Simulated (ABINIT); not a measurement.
# BaH2 (P6_3/mmc): G0W0 in ABINIT against the screening cutoff in the self-energy, part 2 of 2

Aim: move the screening cutoff in the self-energy of a G0W0 run on BaH2 (P6_3/mmc) over a wide range.

ABINIT 10.8.3; PBEsol and many-body steps on it, plane waves. Known limits of the many-body steps: not at the basis limit; no spin-orbit coupling; coarse k mesh.

So far. Step 2 (Screening, 3×3×2 mesh, 491 bands, screening to 217.7 eV): Local fields lower ε∞ by 10 %. On a Γ-centred mesh this coarse the value itself is usually too large, while a short band sum pulls it down. Step 5 (2.8 Ha): The gap on the mesh goes from 1.47 eV to 2.94 eV, a correction of +1.47 eV.

### Step 6. 4 Ha

Level of this step: G0W0 on PBEsol, plane waves, norm-conserving pseudopotentials (ABINIT).

Input file run.abi:

```
acell 3*1.0 Angstrom
rprim 
  4.462025052349 0.000000000014 0.000000000000
  -2.231012526186 3.864227047650 0.000000000000
  0.000000000000 0.000000000000 6.055292590000
ntypat 2
znucl 56 1
natom 6
typat 1 1 2 2 2 2
xred 
  0.666666666667 0.333333333333 0.750000000000
  0.333333333333 0.666666666667 0.250000000000
  0.333333333333 0.666666666667 0.750000000000
  0.666666666667 0.333333333333 0.250000000000
  0.000000000000 0.000000000000 0.500000000000
  0.000000000000 0.000000000000 0.000000000000
pp_dirpath "pseudos"
pseudos "Ba.upf, H.upf"
ecut 32
ngkpt 3 3 2
nshiftk 1
shiftk 0 0 0
kptopt 1
chksymbreak 0
istwfk *1
occopt 1
irdwfk 1
optdriver 4
nband 491
gwcalctyp 0
ecutsigx 32
symsigma 1
nkptgw 2
kptgw 
  0.0000000000 0.0000000000 0.0000000000
  0.3333333333 0.3333333333 0.5000000000
bdgw 
  11 14
  11 14
ecuteps 4
irdscr 1
ppmodel 1
indata_prefix "in"
outdata_prefix "out"
tmpdata_prefix "tmp"
```

Command:

```sh
> OMP_NUM_THREADS=1 mpirun -n 4 abinit run.abi > log
```

The program printed:

```text
.Version 10.8.3 of ABINIT. v10.8.2 released Aug 2026.

 Symmetries : space group P6_3/m m c (#194); Bravais hP (primitive hexag.)
[... echo of the input left out ...]
== DATASET  1 ==================================================================
-   mpi_nproc: 4, omp_nthreads: 1 (-1 if OMP is not activated)

--- !DatasetInfo
iteration_state: {dtset: 1, }
dimensions: {natom: 6, nkpt: 6, mband: 491, nsppol: 1, nspinor: 1, nspden: 1, mpw: 6126, }
cutoff_energies: {ecut:  32.0, pawecutdg:  -1.0, }
[...]
Band     E0 <VxcDFT>   SigX SigC(E0)      Z dSigC/dE  Sig(E)    E-E0       E
[...]
13   5.605  -8.695  -4.279  -3.798   0.813  -0.230  -8.193   0.502   6.106
       14   5.605  -8.695  -4.279  -3.798   0.813  -0.230  -8.193   0.502   6.106

== END DATASET(S) ==============================================================
================================================================================

 -outvars: echo values of variables after computation  --------
           etotal      0.0000000000E+00
            nband         491
             nkpt           6
          spgroup         194
 [... the other variables as echoed above ...]

 Calculation completed.
```

Run time: 57 s. Hardware: 4 MPI ranks of Intel Xeon Platinum 8259CL at 2.50GHz (Skylake/Cascade Lake), shared host; peak memory 1.9 GiB.

This step gave:

* G0W0 gap on the points computed: 3.004 eV
* starting gap on the mesh: 1.473 eV
* k of the valence top: 0, 0, 0
* k of the conduction bottom: 0.3333, 0.3333, 0.5
* least direct G0W0 gap on the computed points: 4.301 eV

Against the run before, the gap moves by +0.063 eV.

### Step 7. 6 Ha

run.abi: that of step 6 with these lines changed.

```diff
@@ -39,3 +39,3 @@
   11 14
-ecuteps 4
+ecuteps 6
 irdscr 1
```

The program printed:

```text
.Version 10.8.3 of ABINIT. v10.8.2 released Aug 2026.

 Symmetries : space group P6_3/m m c (#194); Bravais hP (primitive hexag.)
[... echo of the input left out ...]
== DATASET  1 ==================================================================
-   mpi_nproc: 4, omp_nthreads: 1 (-1 if OMP is not activated)

--- !DatasetInfo
iteration_state: {dtset: 1, }
dimensions: {natom: 6, nkpt: 6, mband: 491, nsppol: 1, nspinor: 1, nspden: 1, mpw: 6126, }
cutoff_energies: {ecut:  32.0, pawecutdg:  -1.0, }
[...]
Band     E0 <VxcDFT>   SigX SigC(E0)      Z dSigC/dE  Sig(E)    E-E0       E
[...]
13   5.605  -8.695  -4.279  -3.812   0.813  -0.230  -8.204   0.491   6.095
       14   5.605  -8.695  -4.279  -3.812   0.813  -0.230  -8.204   0.491   6.095

== END DATASET(S) ==============================================================
================================================================================

 -outvars: echo values of variables after computation  --------
           etotal      0.0000000000E+00
            nband         491
             nkpt           6
          spgroup         194
 [... the other variables as echoed above ...]

 Calculation completed.
```

Elapsed: 2.3 min, on 4 MPI ranks; peak memory 3.8 GiB; 9.1 min of CPU time.

This step gave:

- G0W0 gap on the points computed: 3.049 eV
- starting gap on the mesh: 1.473 eV
- k of the valence top: 0, 0, 0
- k of the conduction bottom: 0.3333, 0.3333, 0.5
- least direct G0W0 gap on the computed points: 4.34 eV

Against the run before, the gap moves by +0.045 eV.

### Step 8. 8 Ha

run.abi: that of step 7 with these lines changed.

```diff
@@ -39,3 +39,3 @@
   11 14
-ecuteps 6
+ecuteps 8
 irdscr 1
```

The program printed:

```text
.Version 10.8.3 of ABINIT. v10.8.2 released Aug 2026.

 Symmetries : space group P6_3/m m c (#194); Bravais hP (primitive hexag.)
[... echo of the input left out ...]
== DATASET  1 ==================================================================
-   mpi_nproc: 4, omp_nthreads: 1 (-1 if OMP is not activated)

--- !DatasetInfo
iteration_state: {dtset: 1, }
dimensions: {natom: 6, nkpt: 6, mband: 491, nsppol: 1, nspinor: 1, nspden: 1, mpw: 6126, }
cutoff_energies: {ecut:  32.0, pawecutdg:  -1.0, }
[...]
Band     E0 <VxcDFT>   SigX SigC(E0)      Z dSigC/dE  Sig(E)    E-E0       E
[...]
13   5.605  -8.695  -4.279  -3.816   0.813  -0.230  -8.208   0.487   6.091
       14   5.605  -8.695  -4.279  -3.816   0.813  -0.230  -8.208   0.487   6.091

== END DATASET(S) ==============================================================
================================================================================

 -outvars: echo values of variables after computation  --------
           etotal      0.0000000000E+00
            nband         491
             nkpt           6
          spgroup         194
 [... the other variables as echoed above ...]

 Calculation completed.
```

Run time: 4.7 min. Hardware: 4 MPI ranks; peak memory 3.8 GiB; 19 min of CPU time.

Numbers from this step:

```
G0W0 gap on the points computed              : 3.065 eV
starting gap on the mesh                     : 1.473 eV
k of the valence top                         : 0, 0, 0
k of the conduction bottom                   : 0.3333, 0.3333, 0.5
least direct G0W0 gap on the computed points : 4.356 eV
```

Against the run before, the gap moves by +0.016 eV.

### Step 9. The runs together

Times are wall times on 4 MPI ranks of Intel Xeon Platinum 8259CL at 2.50GHz (Skylake/Cascade Lake), shared host, good to a factor of about two. A run's time includes the screening step that it read.

```tsv
run	mesh	bands	screening cutoff (eV)	DFT gap (eV)	gap on the mesh (eV)	direct (eV)	ε∞ used	time
0.8 Ha	3×3×2	491	21.8	1.473	2.853	4.241	5.84	6 min
1.6 Ha	3×3×2	491	43.5	1.473	2.810	4.190	5.84	6 min
2.8 Ha	3×3×2	491	76.2	1.473	2.941	4.252	5.84	6.2 min
4 Ha	3×3×2	491	108.8	1.473	3.004	4.301	5.84	6.7 min
6 Ha	3×3×2	491	163.3	1.473	3.049	4.340	5.84	8 min
8 Ha	3×3×2	491	217.7	1.473	3.065	4.356	5.84	10 min
```

### Step 10. Summary of results

| Property | Result |
| --- | --- |
| 0.8 Ha | 2.853 eV |
| 1.6 Ha | 2.810 eV |
| 2.8 Ha | 2.941 eV |
| 4 Ha | 3.004 eV |
| 6 Ha | 3.049 eV |
| 8 Ha | 3.065 eV |
| known limits | not at the basis limit; no spin-orbit coupling; coarse k mesh |

What this shows: The setting moved: screening cutoff in the self-energy. From 0.8 Ha to 8 Ha the gap moves by +0.21 eV, not steadily: it passes through 2.81 eV. The last step still moves it by +0.016 eV. Bands and screening cutoff are coupled, so a series along one setting does not show full convergence. Bands and cutoff are finite, so the gap is not at the basis limit. The miss can reach some tenths of an eV and take either sign; the mesh is an error of its own. In the G0W0 runs levels were corrected at 2 k points alone, so a gap called «on the mesh» is the least over those, and an edge elsewhere would be missed. The 3×3×2 mesh is coarse for this cell, which bears on the long-range parts of exchange and screening. The many-body steps are scalar-relativistic: spin-orbit coupling is not in them.

[Paths, hosts, dates, memory and timing lines, banners, echoed tables and standing remarks are left out of the program output.]

[Logs are printed without paths, hosts, clocks, repeated set-up lines and the standing remarks that a program may print on its own settings, such as how far it seeks lower states.]

[Runs of the session that timed out or met a known fault of the program may be left out.]

[Hosts, paths, dates, database ids (printed as entryN), source tags and the programs' standing remarks are cut or masked in the printed files.]

[G0W0 gaps are taken among the corrected bands and points alone; a level outside them can change the order at an edge.]

[Where Ansatz stands beside ABINIT at settings called matched, ABINIT's density can come from a denser mesh and the files from another edition; pairs whose starting gaps differed by over 0.03 eV were left out, so agreement reads better than it is.]
